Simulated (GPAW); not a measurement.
# Surface energy and work function of Li(100) from slabs of 4 to 14 layers (LDA)

How do energy and work function of Li(100) films settle with thickness, and what surface energy follows?

How it was computed: GPAW 26.7.0, plane waves at 450 eV with PAW setups; symmetric 1×1 slabs cut at the tabulated lattice constant (two decimals; low-temperature values for the alkali metals), atoms at bulk places, 7.5 Å of vacuum on each side, one in-plane mesh for all thicknesses, Fermi-Dirac smearing of 0.1 eV. Energies are extrapolated to zero smearing and count from the program's reference atoms. Functional LDA. The cell's area is 12.180 Å².

What came out, but for one run:

```tsv
layers	energy (eV)	work function (eV)
4	−7.3249	3.18
5	−9.3468	3.05
6	−11.3772	3.11
7	−13.3937	3.12
8	−15.4233	3.07
9	−17.4437	3.12
10	−19.4681	3.09
11	−21.4930	3.10
12	−23.5132	3.11
14	?	?
```

Q: What surface energy do these runs give, and what energy and work function should the 14-layer slab have?

**Working.** A slab of n layers has E(n) = nε + 2Aγ once its middle is bulk-like. A line through n = 6 to 12 has the slope ε = −2.0233 eV a layer and the intercept 2Aγ = 0.7648 eV (r.m.s. residual 2.2 meV). So γ = 0.7648 / (2 × 12.180 Å²) = 0.0314 eV/Å² = 0.50 J/m², with a standard error of under 0.01 J/m² from the scatter about the line. For 14 layers: 0.7648 + 14 × (−2.0233) = −27.561 eV; the run gives −27.563 eV, 1.8 meV under the line. The work function has no such law: from 6 to 12 layers it moves between 3.07 and 3.12 eV (mean 3.10), and the 14-layer slab gives 3.11 eV. The thinnest slab, 4 layers, lies +0.08 eV from that mean. The values go up and down with thickness, as expected where levels confined across the film cross the Fermi level one by one.

Caveats: The surfaces are unrelaxed, so γ is an upper bound for this functional and lattice constant. The tabulated lattice constant isn't the functional's own, which strains the slab a little.

[Logs are printed without paths, hosts, clocks, repeated set-up lines and the standing remarks that a program may print on its own settings, such as how far it seeks lower states.]
